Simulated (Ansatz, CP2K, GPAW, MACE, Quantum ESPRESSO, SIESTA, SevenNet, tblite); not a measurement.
## CP2K on Ag(111)/Be(0001) interface (62 atoms): settings against a plane-wave reference

How do the settings of CP2K change the result for Ag(111)/Be(0001) interface (62 atoms)? A plane-wave run serves as the yardstick.

Program: CP2K 2026.2. Level of theory: the method is named at each step. Results are calculated unless marked as measured.

## 1. The starting structure

The cell holds 62 atoms: 14 Ag and 48 Be. Its edges and angles: a = 7.781 Å, b = 7.781 Å, c = 12.536 Å, α = 90.0°, β = 90.0°, γ = 60.0°. Fcc Ag(111), 2 repeat layers, 7 surface cells, strained +1.81 and +1.81 %; hcp Be(0001), 2 layers, 12 cells, -1.75 and -1.75 %; outer planes 2.37 Å apart and 2.39 Å at the second interface of the periodic stack; not relaxed, displaced by a Gaussian of 0.02 Å. Then every atom was moved at random, 0.03 Å r.m.s. a Cartesian component. Regions: Ag, 14 atoms (14 Ag); Be, 48 atoms (48 Be). The structure's axis is c.

The yardstick, on the same geometry:

* method: Kohn-Sham DFT, PBE, SSSP efficiency 1.3.0 pseudopotentials, plane waves (Quantum ESPRESSO 7.5); sssp-pbe-1.3.0-efficiency, cutoffs 45/360 Ry, Γ point
* r.m.s. force component: 0.4074 eV/Å
* longest force: 1.222 eV/Å
* pressure: -1.323 GPa
* time: 1.8 min on 2 MPI ranks of Arm Neoverse V1, shared host
* CPU time: 3.6 min

## 2. PBE, DZVP-MOLOPT-SR, 600/50 Ry, diagonalisation

Method: Kohn-Sham DFT, PBE, GTH-PBE pseudopotentials, Gaussian and plane waves, DZVP-MOLOPT-SR-GTH, diagonalisation.

input.inp

```
&GLOBAL
  PROJECT cell
  RUN_TYPE ENERGY_FORCE
  PRINT_LEVEL LOW
&END GLOBAL
&FORCE_EVAL
  METHOD QS
  STRESS_TENSOR ANALYTICAL
  &DFT
    BASIS_SET_FILE_NAME BASIS_MOLOPT
    POTENTIAL_FILE_NAME GTH_POTENTIALS
    &MGRID
      CUTOFF 600
      REL_CUTOFF 50
      NGRIDS 5
    &END MGRID
    &QS
      EPS_DEFAULT 1.0E-12
    &END QS
    &SCF
      SCF_GUESS ATOMIC
      EPS_SCF 5.0E-06
      MAX_SCF 200
      ADDED_MOS 32
      &DIAGONALIZATION
        ALGORITHM STANDARD
      &END DIAGONALIZATION
      &SMEAR ON
        METHOD FERMI_DIRAC
        ELECTRONIC_TEMPERATURE [K] 580
      &END SMEAR
      &MIXING
        METHOD BROYDEN_MIXING
        ALPHA 0.15
        NBROYDEN 12
      &END MIXING
      &PRINT
        &RESTART OFF
        &END RESTART
      &END PRINT
    &END SCF
    &XC
      &XC_FUNCTIONAL PBE
      &END XC_FUNCTIONAL
    &END XC
    &PRINT
      &MULLIKEN ON
      &END MULLIKEN
      &HIRSHFELD ON
        SHAPE_FUNCTION DENSITY
      &END HIRSHFELD
      &MO ON
        EIGENVALUES T
        OCCUPATION_NUMBERS T
        MO_INDEX_RANGE 162 185
        &EACH
          QS_SCF 0
        &END EACH
        ADD_LAST NUMERIC
      &END MO
    &END PRINT
  &END DFT
  &SUBSYS
    &CELL
      A 7.78060 0.00000 0.00000
      B 3.89030 6.73820 0.00000
      C 0.00000 0.00000 12.53554
    &END CELL
    &TOPOLOGY
      COORD_FILE_NAME structure.xyz
      COORD_FILE_FORMAT XYZ
    &END TOPOLOGY
    &KIND Ag
      BASIS_SET DZVP-MOLOPT-SR-GTH-q11
      POTENTIAL GTH-PBE-q11
    &END KIND
    &KIND Be
      BASIS_SET DZVP-MOLOPT-SR-GTH-q4
      POTENTIAL GTH-PBE-q4
    &END KIND
  &END SUBSYS
  &PRINT
    &FORCES ON
    &END FORCES
    &STRESS_TENSOR ON
    &END STRESS_TENSOR
  &END PRINT
&END FORCE_EVAL
```

structure.xyz

```xyz
62

Ag 3.37950 3.91139 0.01905
Ag 6.66128 3.20024 2.33249
Ag 6.13100 4.88378 0.01366
Ag 9.41962 4.18489 2.32735
Ag 8.89245 5.78771 12.44917
Ag 4.46272 5.12117 2.29639
Ag 3.94760 6.72290 12.50558
Ag 7.21180 6.11970 2.35079
Ag 2.82848 0.96747 0.00188
Ag 6.15107 0.35477 2.31343
Ag 5.58795 1.94411 0.03159
Ag 1.18627 1.25283 2.30579
Ag 8.30851 2.89743 0.04500
Ag 3.79281 2.19490 2.31682
Be 4.27065 4.43111 4.65069
Be 3.69882 3.33716 6.57376
Be 4.37581 4.48292 8.30291
Be 3.62335 3.31425 10.14476
Be 2.42338 3.41984 4.70008
Be 1.70356 2.22657 6.48125
Be 2.41743 3.33096 8.28975
Be 1.72928 2.21168 10.11555
Be 2.41860 1.11868 4.69092
Be 5.63669 6.61779 6.49253
Be 2.41280 1.10028 8.33037
Be 5.68906 6.72183 10.18663
Be 8.23553 4.45179 4.68453
Be 7.55835 3.30542 6.48213
Be 8.20507 4.45388 8.30906
Be 7.53006 3.36667 10.18262
Be 8.27342 2.29247 4.80926
Be 7.58219 1.10884 6.46596
Be 8.27327 2.23493 8.34478
Be 7.64179 1.11234 10.10640
Be 4.32897 6.69265 4.62975
Be 3.73905 5.60901 6.54681
Be 4.29917 6.72904 8.40069
Be 3.73442 5.59614 10.08860
Be 6.26720 3.36856 4.67388
Be 5.65521 2.27313 6.48514
Be 6.20822 3.37934 8.33476
Be 5.60911 2.27037 10.17221
Be 6.26720 1.08498 4.77579
Be 9.58963 6.69986 6.48313
Be 6.27591 1.08579 8.36735
Be 9.45814 6.71711 10.15993
Be 10.18819 5.61110 4.73618
Be 9.55333 4.45139 6.52299
Be 10.17773 5.62397 8.44783
Be 9.59367 4.51911 10.15604
Be 4.29742 2.17678 4.61233
Be 3.66019 1.09273 6.47085
Be 4.29878 2.21202 8.35757
Be 3.74196 1.12656 10.15178
Be 8.24814 6.69629 4.70910
Be 7.51641 5.63657 6.52763
[... 2 atom lines left out ...]
Be 6.34084 5.59560 4.72740
Be 5.66214 4.50307 6.51447
Be 6.25245 5.65315 8.24137
Be 5.62456 4.54970 10.13837
```

On the command line:

```sh
OMP_NUM_THREADS=1 mpirun -np 4 cp2k.psmp -i input.inp > output.txt
```

Numbers of over 12 decimals in the logs are rounded to 6 here.

Output:

```text
CP2K| version string:                                       CP2K version 2026.2
 CP2K| Input file name                                                 input.inp
 GLOBAL| Basis set file name                                        BASIS_MOLOPT
 GLOBAL| Potential file name                                      GTH_POTENTIALS
 GLOBAL| Run type                                                   ENERGY_FORCE
 GLOBAL| Total number of message passing processes                             4
 GLOBAL| Number of threads for this process                                    1
 TOTAL NUMBERS AND MAXIMUM NUMBERS
  Total number of            - Atomic kinds:                                   2
                             - Atoms:                                         62
                             - Shell sets:                                    62
                             - Shells:                                       290
                             - Primitive Cartesian functions:                358
                             - Cartesian basis functions:                    708
                             - Spherical basis functions:                    638
  Maximum angular momentum of- Orbital basis functions:                        3
                             - Local part of the GTH pseudopotential:          6
                             - Non-local part of the GTH pseudopotential:      4
 SCF PARAMETERS         Density guess:                                    ATOMIC
                        max_scf:                                             200
                        eps_scf:                                        5.00E-06
                        added MOs                                        32    0
                        Mixing method:                            BROYDEN_MIXING
                                                charge density mixing in g-space
                        Smear method:                                FERMI_DIRAC
                        Electronic temperature [K]:                        580.0
                        Electronic temperature [a.u.]:                  1.84E-03
                        Accuracy threshold:                             1.00E-10
 Extrapolation method: initial_guess
 Number of electrons:                                                        346
 Number of occupied orbitals:                                                173
 Number of molecular orbitals:                                               205
 Number of orbital functions:                                                638
 Number of independent orbital functions:                                    638
 SCF WAVEFUNCTION OPTIMIZATION
  Step     Update method      Time    Convergence         Total energy    Change
     1 NoMix/Diag. 0.15E+00    3.9     0.73353277     -1236.6186549572 -1.24E+03
     2 Broy./Diag. 0.15E+00    7.1     1.00752692     -1248.1249777565 -1.15E+01
     3 Broy./Diag. 0.15E+00    7.1     0.24319024     -1226.0325078857  2.21E+01
     4 Broy./Diag. 0.15E+00    7.1     0.23042952     -1224.0927383371  1.94E+00
[...]
23 Broy./Diag. 0.15E+00    7.1     0.00000710     -1221.9495939836  3.40E-06
    24 Broy./Diag. 0.15E+00    7.1     0.00000032     -1221.9495951186 -1.13E-06
  *** SCF run converged in    24 steps ***
  Electronic density on regular grids:       -345.9999999997        0.0000000003
  Core density on regular grids:              345.9999999996       -0.0000000004
  Total charge density on r-space grids:       -0.0000000001
  Total charge density g-space grids:          -0.0000000001
  Overlap energy of the core charge distribution:               1.79391e-08
  Self energy of the core charge distribution:              -1504.977618
  Core Hamiltonian energy:                                    306.764720
  Hartree energy:                                             194.151959
  Exchange-correlation energy:                               -217.877578
  Electronic entropic energy:                                  -0.011078
  Fermi energy:                                                 0.249269
  Total energy:                                             -1221.949595
  Total energy (extrapolated to T->0):                      -1221.944056
 MO| EIGENVALUES AND OCCUPATION NUMBERS
 MO|
 MO|  Index      Eigenvalue [a.u.]        Eigenvalue [eV]             Occupation
 MO|    162               0.184465               5.019538               2.000000
 MO|    163               0.185093               5.036649               2.000000
 MO|    164               0.186798               5.083041               2.000000
[...]
MO|    184               0.297708               8.101056               0.000000
 MO|    185               0.300434               8.175231               0.000000
 MO| Sum:                                                             346.000000
 MO| E(Fermi):            0.249269 a.u.          6.782951 eV
 !-----------------------------------------------------------------------------!
                     Mulliken Population Analysis
 #  Atom  Element  Kind  Atomic population                           Net charge
       1     Ag       1         10.976201                              0.023799
       2     Ag       1         10.981411                              0.018589
       3     Ag       1         10.958732                              0.041268
[...]
61     Be       2          3.956723                              0.043277
      62     Be       2          4.066284                             -0.066284
 # Total charge                            346.000000                  0.000000
 !-----------------------------------------------------------------------------!
 !-----------------------------------------------------------------------------!
                           Hirshfeld Charges
  #Atom  Element  Kind  Ref Charge     Population                    Net charge
      1       Ag     1      11.000         10.935                         0.065
      2       Ag     1      11.000         10.932                         0.068
      3       Ag     1      11.000         10.930                         0.070
[...]
61       Be     2       4.000          4.023                        -0.023
     62       Be     2       4.000          4.026                        -0.026
  Total Charge                                                           -0.000
 !-----------------------------------------------------------------------------!
 ENERGY| Total FORCE_EVAL ( QS ) energy [hartree]          -1221.949593
 FORCES| Atomic forces [hartree/bohr]
 FORCES|   Atom     x               y               z               |f|
 FORCES|      1 -5.10573091E-03 -3.08615025E-03 -1.61942513E-02   1.72582324E-02
 FORCES|      2  1.15276627E-03 -2.87127125E-05  1.13098554E-02   1.13684882E-02
 FORCES|      3  4.28560295E-03 -5.66814955E-03 -1.53991699E-02   1.69596210E-02
[...]
FORCES|     61  5.13794445E-03 -1.08525141E-02  1.41249080E-02   1.85388392E-02
 FORCES|     62  1.62718921E-02 -4.98026853E-03 -8.75798076E-03   1.91384371E-02
 FORCES| Sum    -1.50625560E-04  4.17929229E-05 -2.87594344E-04
 FORCES| Total atomic force                                       3.27330436E-04
 STRESS| Analytical stress tensor [bar]
 STRESS|                        x                   y                   z
 STRESS|      x        8.73111569637E+04   4.58067922654E+02   1.23709492798E+03
 STRESS|      y        4.58067922654E+02   8.74819894735E+04   2.54269442278E+02
 STRESS|      z        1.23709492798E+03   2.54269442278E+02  -1.78091643615E+05
 STRESS| 1/3 Trace                                            -1.09949905938E+03
```

The job ended after 3.2 min (4 MPI ranks of Arm Neoverse V1, shared host; peak memory 3.7 GiB; 13 min of CPU time).

Banners, paths, timers and routine set-up lines are dropped from the logs unmarked, and long logs keep their key lines alone; longer cuts are marked.

Compared with the plane-wave run:

- r.m.s. force component: 0.4495 eV/Å
- r.m.s. difference of force components: 143.5 meV/Å
- longest difference of force vectors: 445 meV/Å
- force difference over r.m.s. force: 35.24 %
- slope of forces against the reference's: 1.047
- correlation of force components: 0.9486
- pressure: -0.1099 GPa
- pressure difference: 1.213 GPa

This run lies far from the reference in forces at the same functional. Basis and potentials both differ; the latter hold 346 valence electrons against the reference's 458.

Length of the force difference by element (eV/Å):

```tsv
element	atoms	mean	most
Ag	14	0.020	0.032
Be	48	0.27	0.45
```

Local excerpt of 11 atoms (numbers count through the whole input) about Be51, which bears the longest force; x, y, z are measured from there.

```tsv
atom	x	y	z	distance (Å)	Hirshfeld charge (e)	Fx	Fy	Fz (eV/Å)
Be51	0.00	0.00	0.00	0.00	-0.03	0.62	0.66	1.03
Be23	-1.88	-1.06	0.08	2.16	-0.01	-0.83	-0.43	-0.14
Be55	0.06	-2.22	0.10	2.22	-0.02	0.54	-0.01	-0.08
Be52	-0.64	-1.08	1.86	2.24	-0.01	0.51	0.09	0.62
Be19	-1.87	1.24	0.09	2.25	-0.03	0.23	-0.74	0.00
Be15	-0.03	2.25	0.04	2.25	-0.02	0.15	-0.19	0.52
Be43	1.97	-1.09	0.16	2.26	-0.02	-0.41	0.10	-0.32
Be39	1.97	1.19	0.06	2.30	-0.02	0.35	-0.22	0.63
Be40	1.36	0.10	1.87	2.32	-0.01	-0.59	-0.39	0.50
Ag14	-0.50	0.02	-2.30	2.35	0.07	0.41	0.47	0.48
Be16	-0.60	1.16	1.96	2.36	-0.01	0.12	-0.16	-0.29
```

Forces lie 35 % from the reference's, at 3.6 times its CPU time (on 4 against 2 cores).

The difference per atom is largest on Be (0.27 eV/Å on average, against 0.020 on Ag).

## 3. GFN1-xTB, diagonalisation

Method: GFN1-xTB tight binding (the program's own implementation), diagonalisation.

input.inp

```
&GLOBAL
  PROJECT cell
  RUN_TYPE ENERGY_FORCE
  PRINT_LEVEL LOW
&END GLOBAL
&FORCE_EVAL
  METHOD QS
  STRESS_TENSOR ANALYTICAL
  &DFT
    &QS
      METHOD XTB
      &XTB
        GFN_TYPE 1
        DO_EWALD T
        CHECK_ATOMIC_CHARGES F
      &END XTB
    &END QS
    &SCF
      SCF_GUESS ATOMIC
      EPS_SCF 1.0E-06
      MAX_SCF 200
      ADDED_MOS 46
      &DIAGONALIZATION
        ALGORITHM STANDARD
      &END DIAGONALIZATION
      &SMEAR ON
        METHOD FERMI_DIRAC
        ELECTRONIC_TEMPERATURE [K] 580
      &END SMEAR
      &MIXING
        METHOD BROYDEN_MIXING
        ALPHA 0.15
        NBROYDEN 8
      &END MIXING
      &PRINT
        &RESTART OFF
        &END RESTART
      &END PRINT
    &END SCF
    &PRINT
      &MULLIKEN ON
      &END MULLIKEN
    &END PRINT
  &END DFT
  &SUBSYS
    &CELL
      A 7.78060 0.00000 0.00000
      B 3.89030 6.73820 0.00000
      C 0.00000 0.00000 12.53554
    &END CELL
    &TOPOLOGY
      COORD_FILE_NAME structure.xyz
      COORD_FILE_FORMAT XYZ
    &END TOPOLOGY
  &END SUBSYS
  &PRINT
    &FORCES ON
    &END FORCES
    &STRESS_TENSOR ON
    &END STRESS_TENSOR
  &END PRINT
&END FORCE_EVAL
```

structure.xyz is that of step 2.

On the command line:

```sh
OMP_NUM_THREADS=1 cp2k.psmp -i input.inp > output.txt
```

Output:

```text
CP2K| version string:                                       CP2K version 2026.2
 CP2K| Input file name                                                 input.inp
 GLOBAL| Basis set file name                                           BASIS_SET
 GLOBAL| Potential file name                                           POTENTIAL
 GLOBAL| Run type                                                   ENERGY_FORCE
 GLOBAL| Total number of message passing processes                             1
 GLOBAL| Number of threads for this process                                    1
                  #####   #####        #          ####### ######
                 #     # #     #      #              #    #     #
                 #     # #           #    ##   ##    #    #     #
[... lines left out ...]
                        Smear method:                                FERMI_DIRAC
[... lines left out ...]
 Number of electrons:                                                        250
[... lines left out ...]
  Step     Update method      Time    Convergence         Total energy    Change
[... lines left out ...]
  *** SCF run converged in   124 steps ***
[... lines left out ...]
  Fermi energy:                                                -0.053990
  Total energy:                                               -90.494727
  Total energy (extrapolated to T->0):                        -90.491067
 MULLIKEN POPULATION ANALYSIS
  # Atom   Element   Kind        Atomic population                    Net charge
       1     Ag         1                11.086063                     -0.086063
       2     Ag         1                11.081224                     -0.081224
       3     Ag         1                11.077234                     -0.077234
[...]
61     Be         2                 1.966510                      0.033490
      62     Be         2                 1.981399                      0.018601
 # Total charge                         250.000000                      0.000000
 ENERGY| Total FORCE_EVAL ( QS ) energy [hartree]            -90.494727
 FORCES| Atomic forces [hartree/bohr]
 FORCES|   Atom     x               y               z               |f|
 FORCES|      1 -5.92394384E-03 -6.40940767E-03 -4.52274398E-03   9.82999646E-03
 FORCES|      2  9.14793677E-05 -8.19025403E-06 -2.77314498E-03   2.77466550E-03
 FORCES|      3  3.33192325E-03 -7.82999492E-03 -3.52615004E-03   9.21109478E-03
[...]
FORCES|     61  4.85077746E-03 -7.55039518E-03  8.30166624E-03   1.22252269E-02
 FORCES|     62  6.32812725E-03 -4.26086493E-03  9.04043005E-04   7.68228210E-03
 FORCES| Sum    -2.08166817E-17  2.41126563E-16  6.68844320E-16
 FORCES| Total atomic force                                       7.11286214E-16
 STRESS| Analytical stress tensor [bar]
 STRESS|                        x                   y                   z
 STRESS|      x        2.41097550058E+05   2.38601652366E+03   1.19022726854E+03
 STRESS|      y        2.38601652366E+03   2.41114284733E+05   4.83495481686E+02
 STRESS|      z        1.19022726854E+03   4.83495481686E+02   8.61165594996E+04
 STRESS| 1/3 Trace                                             1.89442798097E+05
```

It took 11 s on 1 thread; peak memory 0.25 GiB.

Numbers from this run, and their distance from the reference:

- r.m.s. force component: 0.3509 eV/Å
- r.m.s. difference of force components: 271 meV/Å
- longest difference of force vectors: 837.3 meV/Å
- force difference over r.m.s. force: 66.53 %
- slope of forces against the reference's: 0.6498
- correlation of force components: 0.7542
- pressure: 18.94 GPa
- pressure difference: 20.27 GPa

Against the first run (35 %), the force difference from the reference is 67 %, at 0.015 times the CPU time (on 1 against 4 cores) (124 SCF steps against 24); the model has changed, so this is no error of the program alone.

(Continued in part 2 of 3.)

[Also dropped from logs without a mark: logging warnings of Python, and SIESTA's first energy breakdown and zero terms.]

[Logs are printed without paths, hosts, clocks, repeated set-up lines and the standing remarks that a program may print on its own settings, such as how far it seeks lower states.]

[Hosts, paths, dates, database ids (printed as entryN), source tags and the programs' standing remarks are cut or masked in the printed files.]
